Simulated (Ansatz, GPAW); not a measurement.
# Screening of a field by Nb2N(OH)2 MXene monolayer, part 2 of 3

Aim: the dipole that a field along the normal induces in Nb2N(OH)2 MXene monolayer.

GPAW 26.7.0 and Ansatz 0.2.0; Ansatz plane waves; layer without images along its normal, relaxation of atoms and in-plane cell; PAW set soft_1 (the session's first sound run).

So far. Step 2 (Relaxation): The relaxation lowered the energy of the cell by 0.995 eV.

## 3. Plane waves, PBE

With the geometry fixed, the planar mean of the potential gives the vacuum level on each side.

This step: GPAW, PAW setups; slab in vacuum (GPAW 26.7.0).

The cell differs from the one that the last finished run ended in (c 37.316 → 24.635 Å).

Input file run.py:

```python
import json
import numpy as np
from ase import Atoms
from gpaw import GPAW, PW

slab = Atoms(
    ['H', 'O', 'Nb', 'N', 'Nb', 'O', 'H'],
    positions=[
        [-0.00000, 1.88857, 9.00000],
        [-0.00000, 1.88857, 9.97591],
        [1.63555, 0.94428, 11.28134],
        [-0.00000, 0.00000, 12.31752],
        [-0.00000, 1.88857, 13.35371],
        [1.63555, 0.94428, 14.65914],
        [1.63555, 0.94428, 15.63505]],
    cell=[[3.27109, -0.0, 0.0], [-1.63555, 2.83285, -0.0], [0.0, -0.0, 24.635]],
    pbc=[True, True, False],
    magmoms=[0.0, 0.0, 1.0, 0.0, 1.0, 0.0, 0.0])

slab.calc = GPAW(mode=PW(500), xc='PBE', kpts={'size': (12, 12, 1), 'gamma': True},
                 occupations={'name': 'fermi-dirac', 'width': 0.05}, nbands='160%',
                 convergence={'density': 1e-05}, maxiter=200,
                 poissonsolver={'dipolelayer': 'xy'},
                 symmetry={'tolerance': 1e-3}, txt='slab.txt')
result = {}
energy = slab.get_potential_energy()
fermi = slab.calc.get_fermi_level()
v = slab.calc.get_electrostatic_potential().mean((0, 1)) - fermi
n = slab.calc.get_pseudo_density().mean((0, 1))
L = slab.cell[2, 2]
z = np.arange(len(v)) * L / len(v)
low, high = slab.positions[:, 2].min(), slab.positions[:, 2].max()
below, above = np.interp([low - 6.8, high + 6.8], z, v)
slopes = [np.interp(x, z, np.gradient(v, z)) for x in (low - 6.8, high + 6.8)]
eps = np.array([[slab.calc.get_eigenvalues(k, s) for k in range(len(slab.calc.get_ibz_k_points()))]
                for s in range(slab.calc.get_number_of_spins())]) - fermi
top, bottom = eps[eps < 0].max(), eps[eps > 0].min()
dipole = slab.get_dipole_moment()[2]
print(f'energy {energy:.4f} eV, Fermi level {fermi:.4f} eV, dipole {dipole:.5f} e A')
print(f'potential 6.8 A off the faces, from the Fermi level: lower {below:.4f} eV, upper {above:.4f} eV')
print(f'slope of the potential there: lower {slopes[0]:.5f}, upper {slopes[1]:.5f} eV/A')
print(f'nearest levels on the mesh: {top:.4f} and {bottom:.4f} eV')
print('magnetic moment', round(slab.get_magnetic_moment(), 3))
result.update(energy=energy, fermi=fermi, dipole=dipole, below=below, above=above, slopes=slopes, edges=[top, bottom],
              z=z.tolist(), v=v.tolist(), n=n.tolist(), positions=slab.positions.tolist(),
              forces=slab.get_forces(apply_constraint=False).tolist(), moments=slab.get_magnetic_moments().tolist())
json.dump(result, open('result.json', 'w'))
```

Run with:

```sh
OMP_NUM_THREADS=1 OPENBLAS_NUM_THREADS=1 python run.py
```

Output:

```text
energy -52.7807 eV, Fermi level 1.4243 eV, dipole 0.00078 e A
potential 6.8 A off the faces, from the Fermi level: lower 2.3978 eV, upper 2.3823 eV
slope of the potential there: lower -0.00020, upper 0.00020 eV/A
nearest levels on the mesh: -0.0556 and 0.0515 eV
magnetic moment 0.0
```

The job ended after 3.4 min (1 thread of Arm Neoverse V2, shared host; peak memory 0.42 GiB).

Numbers from this step:

```
dipole along the normal                    : 7.82e-4 e·Å
levels nearest the Fermi level on the mesh : -0.05562, 0.05148 eV from the Fermi level
upper work function                        : 2.382 eV
lower work function                        : 2.398 eV
sum of the site moments                    : 0 μB
```

The electrostatic potential energy of an electron (without an applied field's), less the Fermi level, planar mean oscillates, so the rows of the table below give means over windows of 1.54 Å about each position, cut where the curve ends. Its maxima inside the range that stand out by 2 % of the span (Å: eV): 9.3: -0.422, 10.4: -6.56, 11.9: -12.4, 12.7: -12.4, 14.2: -6.57, 15.3: -0.437. Its minima: 8.9: -1.19, 10.0: -10.1, 11.3: -22.6, 12.3: -15.8, 13.4: -22.6, 14.6: -10.2, 15.7: -1.21.

Table of electrostatic potential energy of an electron (without an applied field's), less the Fermi level, planar mean by z; means over each step:

```csv
z (Å),"electrostatic potential energy of an electron (without an applied field's), less the Fermi level, planar mean (eV)"
0.77,2.40
2.31,2.40
3.85,2.39
5.39,2.35
6.93,2.08
8.47,0.383
10.01,-6.33
11.55,-17.0
13.09,-17.0
14.63,-6.30
16.17,0.375
17.71,2.07
19.25,2.34
20.79,2.38
22.33,2.38
23.87,2.38
```

The pseudo valence density, planar mean oscillates, so the rows of the table below give means over windows of 1.35 Å about each position, cut where the curve ends. Its maxima inside the range that stand out by 2 % of the span (Å: e/Å³): 10.0: 0.832, 11.4: 1.32, 12.3: 0.802, 13.3: 1.32, 14.6: 0.832. Its minima: 10.6: 0.481, 11.9: 0.768, 12.7: 0.768, 14.0: 0.481.

Table of pseudo valence density, planar mean by z; means over each step:

```csv
z (Å),"pseudo valence density, planar mean (e/Å³)"
3.38,2.7e-5
4.73,1.7e-4
6.08,9.3e-4
7.43,0.00438
8.78,0.107
10.13,0.609
11.48,0.978
12.83,0.950
14.18,0.713
15.53,0.224
16.88,0.00816
18.23,0.00135
19.58,2.7e-4
20.93,4.3e-5
```

Force by atom:

| atom | x (eV/Å) | y (eV/Å) | z (eV/Å) | size |
| --- | --- | --- | --- | --- |
| H1 | 0.000 | 0.000 | -0.179 | 0.179 |
| O2 | 0.000 | 0.000 | 0.301 | 0.301 |
| Nb3 | 0.000 | 0.000 | 0.020 | 0.020 |
| N4 | 0.000 | 0.000 | 0.000 | 0.000 |
| Nb5 | 0.000 | 0.000 | -0.020 | 0.020 |
| O6 | 0.000 | 0.000 | -0.301 | 0.301 |
| H7 | 0.000 | 0.000 | 0.179 | 0.179 |

The potential is flat to 2.0e-4 eV/Å where it is read, so the vacuum is wide enough. The geometry is the other program's minimum; here the largest force on a free atom is 0.30 eV/Å.

## 4. In a field

A uniform field along the normal polarises the slab; the atoms stay fixed, so this is the electronic response alone.

Edit run.py of step 3 so:

```diff
@@ -4,2 +4,3 @@
 from gpaw import GPAW, PW
+from gpaw.external import ConstantElectricField
 
@@ -23,2 +24,3 @@
                  poissonsolver={'dipolelayer': 'xy'},
+                 external=ConstantElectricField(-0.2, [0, 0, 1]),
                  symmetry={'tolerance': 1e-3}, txt='slab.txt')
```

Output:

```text
energy -52.7935 eV, Fermi level 1.4077 eV, dipole -0.12746 e A
potential 6.8 A off the faces, from the Fermi level: lower 1.1830 eV, upper 3.6709 eV
slope of the potential there: lower 0.00006, upper 0.00152 eV/A
nearest levels on the mesh: -0.0371 and 0.0471 eV
magnetic moment -0.0
```

It took 17 min on 1 thread; peak memory 0.97 GiB.

This step gave:

* dipole along the normal: -0.1275 e·Å
* levels nearest the Fermi level on the mesh: -0.03712, 0.04710 eV from the Fermi level
* potential below the slab, the applied field's own ramp left out: 1.183 eV from the Fermi level
* potential above the slab, the applied field's own ramp left out: 3.671 eV from the Fermi level

The electrostatic potential energy of an electron (without an applied field's), less the Fermi level, planar mean oscillates, so the rows of the table below give means over windows of 0.5 Å about each position, cut where the curve ends. Its maxima inside the range that stand out by 2 % of the span (Å: eV): 9.33: -1.07, 10.39: -6.97, 11.93: -12.5, 12.70: -12.3, 14.24: -6.17, 15.30: 0.201, 23.87: 3.67. Its minima: 8.95: -1.93, 10.01: -10.6, 11.26: -22.8, 12.32: -15.8, 13.38: -22.4, 14.63: -9.67, 15.59: -0.481.

Electrostatic potential energy of an electron (without an applied field's), less the Fermi level, planar mean against z; means over each step:

| z (Å) | electrostatic potential energy of an electron (without an applied field's), less the Fermi level, planar mean (eV) |
| --- | --- |
| 0.0 | 1.97 |
| 0.5 | 1.26 |
| 1.0 | 1.18 |
| 1.5 | 1.18 |
| 2.0 | 1.18 |
| 2.5 | 1.18 |
| 3.0 | 1.18 |
| 3.5 | 1.18 |
| 4.0 | 1.18 |
| 4.5 | 1.18 |
| 5.0 | 1.17 |
| 5.5 | 1.16 |
| 6.0 | 1.13 |
| 6.5 | 1.08 |
| 7.0 | 0.983 |
| 7.5 | 0.796 |
| 8.0 | 0.439 |
| 8.5 | -0.371 |
| 9.0 | -1.60 |
| 9.5 | -2.68 |
| 10.0 | -9.17 |
| 10.5 | -8.43 |
| 11.0 | -18.2 |
| 11.5 | -19.8 |
| 12.0 | -13.5 |
| 12.5 | -13.9 |
| 13.0 | -17.1 |
| 13.5 | -20.1 |
| 14.0 | -9.43 |
| 14.5 | -8.11 |
| 15.0 | -3.40 |
| 15.5 | -0.154 |
| 16.0 | 0.826 |
| 16.5 | 2.12 |
| 17.0 | 2.75 |
| 17.5 | 3.12 |
| 18.0 | 3.35 |
| 18.5 | 3.49 |
| 19.0 | 3.57 |
| 19.5 | 3.61 |
| 20.0 | 3.64 |
| 20.5 | 3.65 |
| 21.0 | 3.66 |
| 21.5 | 3.67 |
| 22.0 | 3.67 |
| 22.5 | 3.67 |
| 23.0 | 3.67 |
| 23.5 | 3.67 |
| 24.0 | 3.66 |
| 24.5 | 3.23 |

Force by atom:

```
atom  x (eV/Å)  y (eV/Å)  z (eV/Å)   size
  H1     0.000     0.000    -0.149  0.149
  O2     0.000     0.000     0.242  0.242
 Nb3     0.000     0.000     0.055  0.055
  N4     0.000     0.000    -0.011  0.011
 Nb5     0.000     0.000     0.003  0.003
  O6     0.000     0.000    -0.348  0.348
  H7     0.000     0.000     0.202  0.202
```

The dipole is now -0.127 e Å, against 7.8e-4 in the run without a field.

## 5. Field on

Edit run.py of step 4 so:

```diff
@@ -24,3 +24,3 @@
                  poissonsolver={'dipolelayer': 'xy'},
-                 external=ConstantElectricField(-0.2, [0, 0, 1]),
+                 external=ConstantElectricField(-0.1, [0, 0, 1]),
                  symmetry={'tolerance': 1e-3}, txt='slab.txt')
```

Output:

```text
energy -52.7840 eV, Fermi level 1.4203 eV, dipole -0.06351 e A
potential 6.8 A off the faces, from the Fermi level: lower 1.7790 eV, upper 3.0188 eV
slope of the potential there: lower -0.00001, upper 0.00062 eV/A
nearest levels on the mesh: -0.0505 and 0.0513 eV
magnetic moment -0.0
```

Run time: 16 min. Hardware: 1 thread; peak memory 0.96 GiB.

Numbers from this step:

```yaml
dipole_along_the_normal: -0.06351 e·Å
levels_nearest_the_fermi_level_on_the_mesh: -0.05045, 0.05126 eV from the Fermi level
potential_below_the_slab_the_applied_field_s_own_ramp_left_out: 1.779 eV from the Fermi level
potential_above_the_slab_the_applied_field_s_own_ramp_left_out: 3.019 eV from the Fermi level
```

The electrostatic potential energy of an electron (without an applied field's), less the Fermi level, planar mean oscillates, so the rows of the table below give means over windows of 1.54 Å about each position, cut where the curve ends. Its maxima inside the range that stand out by 2 % of the span (Å: eV): 9.3: -0.749, 10.4: -6.77, 11.9: -12.4, 12.7: -12.4, 14.2: -6.37, 15.3: -0.113. Its minima: 8.9: -1.56, 10.0: -10.4, 11.3: -22.7, 12.3: -15.8, 13.4: -22.5, 14.6: -9.91, 15.7: -0.836.

The electrostatic potential energy of an electron (without an applied field's), less the Fermi level, planar mean by z; means over each step:

z (Å), electrostatic potential energy of an electron (without an applied field's), less the Fermi level, planar mean (eV) and a bar from the least value:
```
     0.77        1.9 ############################
     2.31        1.8 ############################
     3.85        1.8 ############################
     5.39        1.7 ############################
     6.93        1.5 ############################
     8.47        0.0 #########################
    10.01       -6.6 ################
    11.55      -17.1 
    13.09      -17.0 
    14.63       -6.1 ################
    16.17        0.8 ###########################
    17.71        2.6 #############################
    19.25        3.0 ##############################
    20.79        3.0 ##############################
    22.33        3.0 ##############################
    23.87        3.0 ##############################
```

Force by atom:

| atom | x (eV/Å) | y (eV/Å) | z (eV/Å) | size |
| --- | --- | --- | --- | --- |
| H1 | 0.000 | 0.000 | -0.165 | 0.165 |
| O2 | 0.000 | 0.000 | 0.274 | 0.274 |
| Nb3 | 0.000 | 0.000 | 0.036 | 0.036 |
| N4 | 0.000 | 0.000 | -0.005 | 0.005 |
| Nb5 | 0.000 | 0.000 | -0.007 | 0.007 |
| O6 | 0.000 | 0.000 | -0.325 | 0.325 |
| H7 | 0.000 | 0.000 | 0.191 | 0.191 |

The dipole is now -0.0635 e Å, against 7.8e-4 in the run without a field.

## 6. In a field

Edit run.py of step 5 so:

```diff
@@ -24,3 +24,3 @@
                  poissonsolver={'dipolelayer': 'xy'},
-                 external=ConstantElectricField(-0.1, [0, 0, 1]),
+                 external=ConstantElectricField(-0.05, [0, 0, 1]),
                  symmetry={'tolerance': 1e-3}, txt='slab.txt')
```

Output:

```text
energy -52.7816 eV, Fermi level 1.4231 eV, dipole -0.03170 e A
potential 6.8 A off the faces, from the Fermi level: lower 2.0831 eV, upper 2.7020 eV
slope of the potential there: lower -0.00009, upper 0.00037 eV/A
nearest levels on the mesh: -0.0547 and 0.0513 eV
magnetic moment 0.0
```

Wall time 16 min (1 thread); peak memory 0.97 GiB.

The electrostatic potential energy of an electron (without an applied field's), less the Fermi level, planar mean oscillates, so the rows of the table below give means over windows of 1.54 Å about each position, cut where the curve ends. Its maxima inside the range that stand out by 2 % of the span (Å: eV): 9.3: -0.588, 10.4: -6.66, 11.9: -12.4, 12.7: -12.4, 14.2: -6.47, 15.3: -0.271. Its minima: 8.9: -1.38, 10.0: -10.3, 11.3: -22.6, 12.3: -15.8, 13.4: -22.5, 14.6: -10.0, 15.7: -1.02.

The electrostatic potential energy of an electron (without an applied field's), less the Fermi level, planar mean by z; means over each step:

```csv
z (Å),"electrostatic potential energy of an electron (without an applied field's), less the Fermi level, planar mean (eV)"
0.77,2.12
2.31,2.08
3.85,2.08
5.39,2.05
6.93,1.80
8.47,0.165
10.01,-6.46
11.55,-17.1
13.09,-17.0
14.63,-6.18
16.17,0.592
17.71,2.35
19.25,2.65
20.79,2.70
22.33,2.70
23.87,2.68
```

## 7. In a field

Edit run.py of step 6 so:

```diff
@@ -24,3 +24,3 @@
                  poissonsolver={'dipolelayer': 'xy'},
-                 external=ConstantElectricField(-0.05, [0, 0, 1]),
+                 external=ConstantElectricField(0.05, [0, 0, 1]),
                  symmetry={'tolerance': 1e-3}, txt='slab.txt')
```

Output:

```text
energy -52.7816 eV, Fermi level 1.4231 eV, dipole 0.03171 e A
potential 6.8 A off the faces, from the Fermi level: lower 2.7021 eV, upper 2.0831 eV
slope of the potential there: lower -0.00037, upper 0.00009 eV/A
nearest levels on the mesh: -0.0547 and 0.0513 eV
magnetic moment 0.0
```

Elapsed: 17 min, on 1 thread; peak memory 0.97 GiB.

The electrostatic potential energy of an electron (without an applied field's), less the Fermi level, planar mean oscillates, so the rows of the table below give means over windows of 1.54 Å about each position, cut where the curve ends. Its maxima inside the range that stand out by 2 % of the span (Å: eV): 9.3: -0.271, 10.4: -6.47, 11.9: -12.4, 12.7: -12.4, 14.2: -6.66, 15.3: -0.589. Its minima: 8.9: -1.02, 10.0: -10.0, 11.3: -22.5, 12.3: -15.8, 13.4: -22.6, 14.6: -10.3, 15.7: -1.38.

Electrostatic potential energy of an electron (without an applied field's), less the Fermi level, planar mean against z; means over each step:

```
z (Å)  electrostatic potential energy of an electron (without an applied field's), less the Fermi level, planar mean (eV)
 0.77                                                                                                                2.66
 2.31                                                                                                                2.70
 3.85                                                                                                                2.70
 5.39                                                                                                                2.65
 6.93                                                                                                                2.35
 8.47                                                                                                               0.585
10.01                                                                                                               -6.21
11.55                                                                                                               -17.0
13.09                                                                                                               -17.1
14.63                                                                                                               -6.42
16.17                                                                                                               0.172
17.71                                                                                                                1.80
19.25                                                                                                                2.05
20.79                                                                                                                2.08
22.33                                                                                                                2.08
23.87                                                                                                                2.11
```

## 8. Field on

Edit run.py of step 7 so:

```diff
@@ -24,3 +24,3 @@
                  poissonsolver={'dipolelayer': 'xy'},
-                 external=ConstantElectricField(0.05, [0, 0, 1]),
+                 external=ConstantElectricField(0.1, [0, 0, 1]),
                  symmetry={'tolerance': 1e-3}, txt='slab.txt')
```

Output:

```text
energy -52.7840 eV, Fermi level 1.4203 eV, dipole 0.06351 e A
potential 6.8 A off the faces, from the Fermi level: lower 3.0188 eV, upper 1.7790 eV
slope of the potential there: lower -0.00062, upper 0.00002 eV/A
nearest levels on the mesh: -0.0505 and 0.0513 eV
magnetic moment -0.0
```

The job ended after 16 min (1 thread; peak memory 0.96 GiB).

(Part 2 of 3 ends here.)

[Logs are printed without paths, hosts, clocks, repeated set-up lines and the standing remarks that a program may print on its own settings, such as how far it seeks lower states.]

[Hosts, paths, dates, database ids (printed as entryN), source tags and the programs' standing remarks are cut or masked in the printed files.]
